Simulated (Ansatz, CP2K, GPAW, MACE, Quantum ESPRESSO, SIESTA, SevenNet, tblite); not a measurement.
# Running random rock-salt alloy of CaS and PbS (64 atoms) with CP2K, part 3 of 4

Aim: run random rock-salt alloy of CaS and PbS (64 atoms) in CP2K and see how near its forces come to a plane-wave reference, and at what cost.

Program: CP2K 2026.2; the method stands at each step. Banners, paths, timers and routine set-up lines are dropped from the logs unmarked, and long logs keep their key lines alone; longer cuts are marked.

So far. Step 5 (PBE, TZVP-UZH, 600/50 Ry, diagonalisation): Against the first run (5.4 %), the force difference from the reference is 5.6 %, at 1.1 times the CPU time (on 4 against 2 cores), with 1040 basis functions against 856; this set comes with other potentials too, so the change isn't the basis's alone.

### 7. PBE, DZVP-MOLOPT-SR, 210/50 Ry, diagonalisation

Method: Kohn-Sham DFT, PBE, GTH-PBE pseudopotentials, Gaussian and plane waves, DZVP-MOLOPT-SR-GTH, diagonalisation.

input.inp reads:

```
&GLOBAL
  PROJECT cell
  RUN_TYPE ENERGY_FORCE
  PRINT_LEVEL LOW
&END GLOBAL
&FORCE_EVAL
  METHOD QS
  STRESS_TENSOR ANALYTICAL
  &DFT
    BASIS_SET_FILE_NAME BASIS_MOLOPT
    POTENTIAL_FILE_NAME GTH_POTENTIALS
    &MGRID
      CUTOFF 210
      REL_CUTOFF 50
    &END MGRID
    &QS
      EPS_DEFAULT 1.0E-12
    &END QS
    &SCF
      SCF_GUESS ATOMIC
      EPS_SCF 1.0E-06
      MAX_SCF 200
      ADDED_MOS 39
      &DIAGONALIZATION
        ALGORITHM STANDARD
      &END DIAGONALIZATION
      &SMEAR ON
        METHOD FERMI_DIRAC
        ELECTRONIC_TEMPERATURE [K] 580
      &END SMEAR
      &MIXING
        METHOD BROYDEN_MIXING
        ALPHA 0.15
        NBROYDEN 8
      &END MIXING
      &PRINT
        &RESTART OFF
        &END RESTART
      &END PRINT
    &END SCF
    &XC
      &XC_FUNCTIONAL PBE
      &END XC_FUNCTIONAL
    &END XC
    &PRINT
      &MULLIKEN ON
      &END MULLIKEN
      &LOWDIN ON
      &END LOWDIN
      &MO ON
        EIGENVALUES T
        OCCUPATION_NUMBERS T
        MO_INDEX_RANGE 221 244
        &EACH
          QS_SCF 0
        &END EACH
        ADD_LAST NUMERIC
      &END MO
    &END PRINT
  &END DFT
  &SUBSYS
    &CELL
      A 11.50300 0.00000 0.00000
      B 0.00000 11.50300 0.00000
      C 0.00000 0.00000 11.50300
    &END CELL
    &TOPOLOGY
      COORD_FILE_NAME structure.xyz
      COORD_FILE_FORMAT XYZ
    &END TOPOLOGY
    &KIND Ca
      BASIS_SET DZVP-MOLOPT-SR-GTH-q10
      POTENTIAL GTH-PBE-q10
    &END KIND
    &KIND S
      BASIS_SET DZVP-MOLOPT-SR-GTH-q6
      POTENTIAL GTH-PBE-q6
    &END KIND
    &KIND Pb
      BASIS_SET DZVP-MOLOPT-SR-GTH-q4
      POTENTIAL GTH-PBE-q4
    &END KIND
  &END SUBSYS
  &PRINT
    &FORCES ON
    &END FORCES
    &STRESS_TENSOR ON
    &END STRESS_TENSOR
  &END PRINT
&END FORCE_EVAL
```

structure.xyz reads:

```xyz
64

[... 64 atom lines left out: the same atoms as in the first run ...]
```

Launch:

```console
$ OMP_NUM_THREADS=2 cp2k.psmp -i input.inp > output.txt
```

Numbers of over 12 decimals in the logs are rounded to 6 here.

The log of the run:

```text
CP2K| version string:                                       CP2K version 2026.2
 CP2K| Input file name                                                 input.inp
 GLOBAL| Basis set file name                                        BASIS_MOLOPT
 GLOBAL| Potential file name                                      GTH_POTENTIALS
 GLOBAL| Run type                                                   ENERGY_FORCE
 GLOBAL| Total number of message passing processes                             1
 GLOBAL| Number of threads for this process                                    2
 TOTAL NUMBERS AND MAXIMUM NUMBERS
  Total number of            - Atomic kinds:                                   3
                             - Atoms:                                         64
[... lines left out ...]
                        Smear method:                                FERMI_DIRAC
[... lines left out ...]
 Number of electrons:                                                        464
[... lines left out ...]
  Step     Update method      Time    Convergence         Total energy    Change
[... lines left out ...]
  *** SCF run converged in    17 steps ***
[... lines left out ...]
  Fermi energy:                                                 0.222983
  Total energy:                                             -1240.640458
  Total energy (extrapolated to T->0):                      -1240.640458
[... lines left out ...]
 MO| E(Fermi):            0.222983 a.u.          6.067668 eV
[... lines left out ...]
       1     Ca       1          9.398397                              0.601603
       2     S        2          6.582467                             -0.582467
       3     Pb       3          3.458308                              0.541692
[...]
# Total charge                            464.000000                  0.000000
 !-----------------------------------------------------------------------------!
 LOWDIN POPULATION ANALYSIS
 #  Atom  Element  Kind  Atomic population                           Net charge
[...]
63     Ca       1          9.610089                              0.389911
      64     S        2          6.283884                             -0.283884
 # Total charge                            464.000000                  0.000000
 ENERGY| Total FORCE_EVAL ( QS ) energy [hartree]          -1240.640455
 FORCES| Atomic forces [hartree/bohr]
 FORCES|   Atom     x               y               z               |f|
 FORCES|      1 -1.91609884E-03 -1.03188634E-02 -3.09117649E-03   1.09410123E-02
 FORCES|      2 -3.07986488E-03  6.78324775E-03 -1.74407695E-03   7.65113208E-03
 FORCES|      3  3.94994557E-03 -4.84535879E-03  6.11448304E-03   8.74451111E-03
[...]
FORCES|     63  3.73448084E-05 -1.94953285E-03 -1.48239780E-03   2.44940324E-03
 FORCES|     64  3.32854473E-03  4.11237416E-03  9.66443682E-04   5.37818228E-03
 FORCES| Sum    -2.43159510E-04 -5.07687761E-04  1.93336672E-03
 FORCES| Total atomic force                                       2.01364850E-03
 STRESS| Analytical stress tensor [bar]
 STRESS|                        x                   y                   z
 STRESS|      x        2.59920301194E+04  -3.76338554345E+01  -7.51679018431E+01
 STRESS|      y       -3.76338554345E+01   2.56533765549E+04  -1.18293775103E+01
 STRESS|      z       -7.51679018431E+01  -1.18293775103E+01   2.64904459171E+04
 STRESS| 1/3 Trace                                             2.60452841971E+04
```

It took 68 s on 2 threads of Arm Neoverse V2, shared host; peak memory 1.2 GiB; 2.2 min of CPU time.

Against the reference:

```yaml
r_m_s_force_component: 0.2957 eV/Å
r_m_s_difference_of_force_components: 15.86 meV/Å
longest_difference_of_force_vectors: 56.93 meV/Å
force_difference_over_r_m_s_force: 5.319 %
slope_of_forces_against_the_reference_s: 0.9901
correlation_of_force_components: 0.9986
spacing_of_highest_filled_and_lowest_empty_level: 1.971 eV
gap_difference: 0.0682 eV
pressure: 2.604 GPa
pressure_difference: 0.5435 GPa
energy_less_the_same_level_run_s: 0.0789 meV/atom
r_m_s_force_difference_from_the_same_level_run: 5.266 meV/Å
```

This is a coarse setting, run to see what it loses.

Against the first run (5.4 %), the force difference from the reference is 5.3 %, at 0.58 times the CPU time.

### 8. LDA, DZVP-MOLOPT-SR, 600/50 Ry, diagonalisation

Method: Kohn-Sham DFT, LDA, GTH-PADE pseudopotentials, Gaussian and plane waves, DZVP-MOLOPT-SR-GTH, diagonalisation.

input.inp: that of step 7 with these lines changed.

```diff
@@ -12,4 +12,5 @@
     &MGRID
-      CUTOFF 210
+      CUTOFF 600
       REL_CUTOFF 50
+      NGRIDS 5
     &END MGRID
@@ -41,3 +42,3 @@
     &XC
-      &XC_FUNCTIONAL PBE
+      &XC_FUNCTIONAL PADE
       &END XC_FUNCTIONAL
@@ -72,3 +73,3 @@
       BASIS_SET DZVP-MOLOPT-SR-GTH-q10
-      POTENTIAL GTH-PBE-q10
+      POTENTIAL GTH-PADE-q10
     &END KIND
@@ -76,3 +77,3 @@
       BASIS_SET DZVP-MOLOPT-SR-GTH-q6
-      POTENTIAL GTH-PBE-q6
+      POTENTIAL GTH-PADE-q6
     &END KIND
@@ -80,3 +81,3 @@
       BASIS_SET DZVP-MOLOPT-SR-GTH-q4
-      POTENTIAL GTH-PBE-q4
+      POTENTIAL GTH-PADE-q4
     &END KIND
```

structure.xyz is that of step 7.

The log of the run:

```text
CP2K| version string:                                       CP2K version 2026.2
 CP2K| Input file name                                                 input.inp
 GLOBAL| Basis set file name                                        BASIS_MOLOPT
 GLOBAL| Potential file name                                      GTH_POTENTIALS
 GLOBAL| Run type                                                   ENERGY_FORCE
 GLOBAL| Total number of message passing processes                             1
 GLOBAL| Number of threads for this process                                    2
 TOTAL NUMBERS AND MAXIMUM NUMBERS
  Total number of            - Atomic kinds:                                   3
                             - Atoms:                                         64
[... lines left out ...]
                        Smear method:                                FERMI_DIRAC
[... lines left out ...]
 Number of electrons:                                                        464
[... lines left out ...]
  Step     Update method      Time    Convergence         Total energy    Change
[... lines left out ...]
  *** SCF run converged in    15 steps ***
[... lines left out ...]
  Fermi energy:                                                 0.209038
  Total energy:                                             -1242.196564
  Total energy (extrapolated to T->0):                      -1242.196564
[... lines left out ...]
 MO| E(Fermi):            0.209038 a.u.          5.688205 eV
[... lines left out ...]
       1     Ca       1          9.476644                              0.523356
       2     S        2          6.486165                             -0.486165
       3     Pb       3          3.632069                              0.367931
[...]
# Total charge                            464.000000                  0.000000
 !-----------------------------------------------------------------------------!
 LOWDIN POPULATION ANALYSIS
 #  Atom  Element  Kind  Atomic population                           Net charge
[...]
63     Ca       1          9.645577                              0.354423
      64     S        2          6.245497                             -0.245497
 # Total charge                            464.000000                  0.000000
 ENERGY| Total FORCE_EVAL ( QS ) energy [hartree]          -1242.196433
 FORCES| Atomic forces [hartree/bohr]
 FORCES|   Atom     x               y               z               |f|
 FORCES|      1 -1.84429651E-03 -9.42914234E-03 -2.86758110E-03   1.00266234E-02
 FORCES|      2 -3.04564904E-03  5.00582196E-03 -1.45885457E-03   6.03841769E-03
 FORCES|      3  3.48272571E-03 -3.94407621E-03  6.69397010E-03   8.51436147E-03
[...]
FORCES|     63  2.56384463E-04 -2.08987532E-03 -1.38236932E-03   2.51878081E-03
 FORCES|     64  2.92057651E-03  3.90941118E-03  5.80516649E-04   4.91429166E-03
 FORCES| Sum    -7.35216282E-06  3.27091605E-06 -2.87577624E-06
 FORCES| Total atomic force                                       8.54536593E-06
 STRESS| Analytical stress tensor [bar]
 STRESS|                        x                   y                   z
 STRESS|      x       -2.26470680938E+04  -2.65655507572E+01  -6.08365125868E+01
 STRESS|      y       -2.65655507572E+01  -2.28252342098E+04  -2.63524176411E+01
 STRESS|      z       -6.08365125868E+01  -2.63524176411E+01  -2.21627509743E+04
 STRESS| 1/3 Trace                                            -2.25450177593E+04
```

It took 85 s on 2 threads; peak memory 3.8 GiB.

Against the reference:

```yaml
r_m_s_force_component: 0.2426 eV/Å
r_m_s_difference_of_force_components: 69.53 meV/Å
longest_difference_of_force_vectors: 298.4 meV/Å
force_difference_over_r_m_s_force: 23.31 %
slope_of_forces_against_the_reference_s: 0.8036
correlation_of_force_components: 0.988
spacing_of_highest_filled_and_lowest_empty_level: 1.852 eV
gap_difference: -0.0502 eV
pressure: -2.255 GPa
pressure_difference: -4.316 GPa
```

Against the first run (5.4 %), the force difference from the reference is 23 %, at 0.69 times the CPU time; the model has changed, so this is no error of the program alone.

### 9. PBE+D3(BJ), DZVP-MOLOPT-SR, 600/50 Ry, diagonalisation

Method: Kohn-Sham DFT, PBE+D3(BJ), GTH-PBE pseudopotentials, Gaussian and plane waves, DZVP-MOLOPT-SR-GTH, diagonalisation.

input.inp: that of step 8 with these lines changed.

```diff
@@ -42,4 +42,12 @@
     &XC
-      &XC_FUNCTIONAL PADE
+      &XC_FUNCTIONAL PBE
       &END XC_FUNCTIONAL
+      &VDW_POTENTIAL
+        POTENTIAL_TYPE PAIR_POTENTIAL
+        &PAIR_POTENTIAL
+          TYPE DFTD3(BJ)
+          PARAMETER_FILE_NAME dftd3.dat
+          REFERENCE_FUNCTIONAL PBE
+        &END PAIR_POTENTIAL
+      &END VDW_POTENTIAL
     &END XC
@@ -67,9 +75,8 @@
     &END CELL
-    &TOPOLOGY
-      COORD_FILE_NAME structure.xyz
-      COORD_FILE_FORMAT XYZ
-    &END TOPOLOGY
+    &COORD
+[... 64 atom lines left out: the same atoms as in the first run ...]
+    &END COORD
     &KIND Ca
       BASIS_SET DZVP-MOLOPT-SR-GTH-q10
-      POTENTIAL GTH-PADE-q10
+      POTENTIAL GTH-PBE-q10
     &END KIND
@@ -77,3 +84,3 @@
       BASIS_SET DZVP-MOLOPT-SR-GTH-q6
-      POTENTIAL GTH-PADE-q6
+      POTENTIAL GTH-PBE-q6
     &END KIND
@@ -81,3 +88,3 @@
       BASIS_SET DZVP-MOLOPT-SR-GTH-q4
-      POTENTIAL GTH-PADE-q4
+      POTENTIAL GTH-PBE-q4
     &END KIND
```

The log of the run:

```text
CP2K| version string:                                       CP2K version 2026.2
 CP2K| Input file name                                                 input.inp
 GLOBAL| Basis set file name                                        BASIS_MOLOPT
 GLOBAL| Potential file name                                      GTH_POTENTIALS
[... lines left out ...]
 Number of electrons:                                                        464
[... lines left out ...]
  Step     Update method      Time    Convergence         Total energy    Change
[... lines left out ...]
  *** SCF run converged in    17 steps ***
[... lines left out ...]
  Fermi energy:                                                 0.222983
  Total energy:                                             -1241.431882
  Total energy (extrapolated to T->0):                      -1241.431882
[... lines left out ...]
 MO| E(Fermi):            0.222983 a.u.          6.067674 eV
[... lines left out ...]
 ENERGY| Total FORCE_EVAL ( QS ) energy [hartree]          -1241.431879
[... lines left out ...]
 FORCES|      1 -2.14662390E-03 -1.01298386E-02 -3.29989551E-03   1.08678855E-02
 FORCES|      2 -3.07028589E-03  6.84593717E-03 -1.70307155E-03   7.69376137E-03
 FORCES|      3  3.95286256E-03 -4.84874364E-03  6.14478958E-03   8.76891534E-03
[...]
FORCES|     63 -1.79739455E-04 -2.05108428E-03 -1.63750851E-03   2.63071989E-03
 FORCES|     64  3.34413248E-03  4.07259285E-03  9.50225726E-04   5.35463944E-03
 FORCES| Sum    -1.75253061E-05  4.83083974E-06 -8.64229521E-06
 FORCES| Total atomic force                                       2.01286521E-05
 STRESS| Analytical stress tensor [bar]
 STRESS|                        x                   y                   z
 STRESS|      x        2.84645450178E+03  -3.66943166652E+01  -7.35450448536E+01
 STRESS|      y       -3.66943166652E+01   2.54393236536E+03  -1.18285295286E+01
 STRESS|      z       -7.35450448536E+01  -1.18285295286E+01   3.37114152253E+03
 STRESS| 1/3 Trace                                             2.92050946322E+03
```

It took 2.1 min on 2 threads; peak memory 4 GiB.

Numbers from this run, and their distance from the reference:

- r.m.s. force component: 0.2963 eV/Å
- r.m.s. difference of force components: 16.45 meV/Å
- longest difference of force vectors: 56.83 meV/Å
- force difference over r.m.s. force: 5.515 %
- slope of forces against the reference's: 0.9922
- correlation of force components: 0.9985
- gap (highest filled to lowest empty level): 1.971 eV
- gap difference: 0.0682 eV
- pressure: 0.2921 GPa
- pressure difference: -1.769 GPa

Against the first run (5.4 %), the force difference from the reference is 5.5 %, at 1.0 times the CPU time; the model has changed, so this is no error of the program alone.

### 10. PBE, DZVP-MOLOPT-SR, 600/20 Ry, diagonalisation

Method: Kohn-Sham DFT, PBE, GTH-PBE pseudopotentials, Gaussian and plane waves, DZVP-MOLOPT-SR-GTH, diagonalisation.

input.inp: that of step 9 with these lines changed.

```diff
@@ -13,3 +13,3 @@
       CUTOFF 600
-      REL_CUTOFF 50
+      REL_CUTOFF 20
       NGRIDS 5
@@ -44,10 +44,2 @@
       &END XC_FUNCTIONAL
-      &VDW_POTENTIAL
-        POTENTIAL_TYPE PAIR_POTENTIAL
-        &PAIR_POTENTIAL
-          TYPE DFTD3(BJ)
-          PARAMETER_FILE_NAME dftd3.dat
-          REFERENCE_FUNCTIONAL PBE
-        &END PAIR_POTENTIAL
-      &END VDW_POTENTIAL
     &END XC
```

The log of the run:

```text
CP2K| version string:                                       CP2K version 2026.2
 CP2K| Input file name                                                 input.inp
 GLOBAL| Basis set file name                                        BASIS_MOLOPT
 GLOBAL| Potential file name                                      GTH_POTENTIALS
 GLOBAL| Run type                                                   ENERGY_FORCE
 GLOBAL| Total number of message passing processes                             1
 GLOBAL| Number of threads for this process                                    2
 TOTAL NUMBERS AND MAXIMUM NUMBERS
  Total number of            - Atomic kinds:                                   3
                             - Atoms:                                         64
[... lines left out ...]
                        Smear method:                                FERMI_DIRAC
[... lines left out ...]
 Number of electrons:                                                        464
[... lines left out ...]
  Step     Update method      Time    Convergence         Total energy    Change
[... lines left out ...]
  *** SCF run converged in    17 steps ***
[... lines left out ...]
  Fermi energy:                                                 0.223021
  Total energy:                                             -1240.638296
  Total energy (extrapolated to T->0):                      -1240.638296
[... lines left out ...]
 MO| E(Fermi):            0.223021 a.u.          6.068703 eV
[... lines left out ...]
       1     Ca       1          9.400283                              0.599717
       2     S        2          6.581158                             -0.581158
       3     Pb       3          3.459901                              0.540099
[...]
# Total charge                            464.000000                  0.000000
 !-----------------------------------------------------------------------------!
 LOWDIN POPULATION ANALYSIS
 #  Atom  Element  Kind  Atomic population                           Net charge
[...]
63     Ca       1          9.610684                              0.389316
      64     S        2          6.283064                             -0.283064
 # Total charge                            464.000000                  0.000000
 ENERGY| Total FORCE_EVAL ( QS ) energy [hartree]          -1240.638293
 FORCES| Atomic forces [hartree/bohr]
 FORCES|   Atom     x               y               z               |f|
 FORCES|      1 -1.55255960E-03 -1.03111610E-02 -2.74675537E-03   1.07830954E-02
 FORCES|      2 -3.13419099E-03  7.34497910E-03 -1.67036537E-03   8.15855327E-03
 FORCES|      3  3.98132967E-03 -4.86026689E-03  6.14237131E-03   8.78646149E-03
[...]
FORCES|     63  3.58136601E-04 -1.49392485E-03 -1.09415057E-03   1.88606435E-03
 FORCES|     64  3.15711436E-03  3.95804524E-03  7.28432296E-04   5.11508620E-03
 FORCES| Sum    -1.11835256E-03  2.96659351E-05  2.67826920E-03
 FORCES| Total atomic force                                       2.90253655E-03
 STRESS| Analytical stress tensor [bar]
 STRESS|                        x                   y                   z
 STRESS|      x        2.56932345183E+04  -3.24496686836E+01  -7.37959491142E+01
 STRESS|      y       -3.24496686836E+01   2.52254227527E+04  -1.22677722126E+01
 STRESS|      z       -7.37959491142E+01  -1.22677722126E+01   2.60607877717E+04
 STRESS| 1/3 Trace                                             2.56598150142E+04
```

Run time: 91 s. Hardware: 2 threads; peak memory 4 GiB.

Numbers from this run, and their distance from the reference:

- r.m.s. force component: 0.2896 eV/Å
- r.m.s. difference of force components: 17.99 meV/Å
- longest difference of force vectors: 64.21 meV/Å
- force difference over r.m.s. force: 6.032 %
- slope of forces against the reference's: 0.9698
- correlation of force components: 0.9986
- gap (highest filled to lowest empty level): 1.971 eV
- gap difference: 0.0686 eV
- pressure: 2.566 GPa
- pressure difference: 0.505 GPa
- energy less the same-level run's: 0.9983 meV/atom
- r.m.s. force difference from the same-level run: 16.35 meV/Å

This is a coarse setting, run to see what it loses.

Against the first run (5.4 %), the force difference from the reference is 6.0 %, at 0.69 times the CPU time: the grid matters here.

(Continued in part 4 of 4.)

[Also dropped from logs without a mark: logging warnings of Python, and SIESTA's first energy breakdown and zero terms.]

[Logs are printed without paths, hosts, clocks, repeated set-up lines and the standing remarks that a program may print on its own settings, such as how far it seeks lower states.]

[Hosts, paths, dates, database ids (printed as entryN), source tags and the programs' standing remarks are cut or masked in the printed files.]
